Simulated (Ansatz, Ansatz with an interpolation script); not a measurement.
Planning a run of Ansatz 0.2.0 on SnSe (Pnma). The input:

```yaml
crystal:
  lattice:
    - [11.42, 0.0, 0.0]
    - [0.0, 4.19, 0.0]
    - [0.0, 0.0, 4.46]
  atoms:
    - { symbol: Sn, position: [0.123, 0.25, 0.091] }
    - { symbol: Sn, position: [0.377, 0.75, 0.591] }
    - { symbol: Sn, position: [0.623, 0.25, 0.409] }
    - { symbol: Sn, position: [0.877, 0.75, 0.909] }
    - { symbol: Se, position: [0.357, 0.25, 0.016] }
    - { symbol: Se, position: [0.143, 0.75, 0.516] }
    - { symbol: Se, position: [0.857, 0.25, 0.484] }
    - { symbol: Se, position: [0.643, 0.75, 0.984] }
kpoints:
  mp_grid: { grid: [2, 4, 4] }
hamiltonian:
  xc: lda
  pseudopotentials: { kind: paw, azcp: { folder: soft_1 }, xc_functional: pbe }
scf:
  occupations: { method: fixed }
gw:
  n_empty_bands: 718
  ecut_chi: 130.0
  qp_bands: [v16, c8]
  screening: { model: contour_deformation }
```

The database entry behind the starting cell differs from later determinations by our own check (an axis about 0.9 % long against later determinations), so it need not match the best structure at ambient conditions.

```sh
ansatz run input.yaml --threads 3 --pin off --max-ram 92160MiB --backend cuda --events-out ev --progress --plain --runs-dir out --devices 1 --max-vram 13GiB
```

**Question.** How long will it take on 1 × NVIDIA H100 80GB HBM3 (shared by 6 runs) with 3 threads of AMD EPYC 7R13 (Zen 3), shared host, and how much memory?

It took 2.2 min; on shared hardware allow 66 s to 4.4 min. Peak host memory was 2.6 GiB. The sizes that set the cost: 4163 plane waves a state, 18 irreducible k points, 778 bands summed, 699 plane waves in the screening and 8 SCF cycles.

The screening grows as filled bands × empty bands × pairs of k points, times the square of the screening basis for the matrix.

[Paths, hosts, dates, memory and timing lines, banners, echoed tables and standing remarks are left out of the program output.]

[Logs are printed without paths, hosts, clocks, repeated set-up lines and the standing remarks that a program may print on its own settings, such as how far it seeks lower states.]

[Runs of the session that timed out or met a known fault of the program may be left out.]

[Hosts, paths, dates, database ids (printed as entryN), source tags and the programs' standing remarks are cut or masked in the printed files.]
